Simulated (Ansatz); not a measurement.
The compound is VOCl (Pmmn).

It takes space group Pmmn (No. 59, orthorhombic). Conventional cell: a = 3.300 Å, b = 3.780 Å, c = 7.910 Å, α = 90.00°, β = 90.00°, γ = 90.00°. V has 4 O at 1.97 to 2.08 Å and 2 Cl at 2.36 Å nearest. Nearest to Cl lie 2 V at 2.36 Å. O has 4 V at 1.97 to 2.08 Å nearest. Farther neighbours and most contacts between anions are not listed.

```cif
data_structure
_symmetry_space_group_name_H-M 'P 1'
_symmetry_Int_Tables_number 1
_cell_length_a 3.3000
_cell_length_b 3.7800
_cell_length_c 7.9100
_cell_angle_alpha 90.000
_cell_angle_beta 90.000
_cell_angle_gamma 90.000
_cell_volume 98.67
loop_
_atom_site_label
_atom_site_type_symbol
_atom_site_fract_x
_atom_site_fract_y
_atom_site_fract_z
_atom_site_occupancy
V1 V 0.00000 0.50000 0.11480 1
V2 V 0.50000 0.00000 0.88520 1
Cl3 Cl 0.50000 0.50000 0.32790 1
Cl4 Cl 0.00000 0.00000 0.67210 1
O5 O 0.50000 0.50000 0.95420 1
O6 O 0.00000 0.00000 0.04580 1
```

The cell and positions come from the Crystallography Open Database and are kept as given unless a step says otherwise. The program's search for lower electronic states was switched off, so nothing shows that the state found is the lowest. PAW set soft_2, made with PBE.

A constrained-RPA run (Ansatz 0.2.0; non-magnetic LDA; V d, bands v2 to c8, 6×4×2 mesh, medium accuracy) builds 10 functions on bands 3.6 eV wide, with 4.0 electrons in the window. The bare on-site interaction is 16.5 eV and the bare J 0.55 eV.

Question: What U and J survive the screening?

On the V d shell, U = 4.20 eV (26 % of the bare value), U′ = 3.35 eV, J = 0.42 eV.

The parent state is non-magnetic and the interaction static (zero frequency); U depends on the window and the orbitals, so it belongs to this model alone.

[Paths, hosts, dates, memory and timing lines, banners, echoed tables and standing remarks are left out of the program output.]

[Logs are printed without paths, hosts, clocks, repeated set-up lines and the standing remarks that a program may print on its own settings, such as how far it seeks lower states.]

[Runs of the session that timed out or met a known fault of the program may be left out.]

[Hosts, paths, dates, database ids (printed as entryN), source tags and the programs' standing remarks are cut or masked in the printed files.]
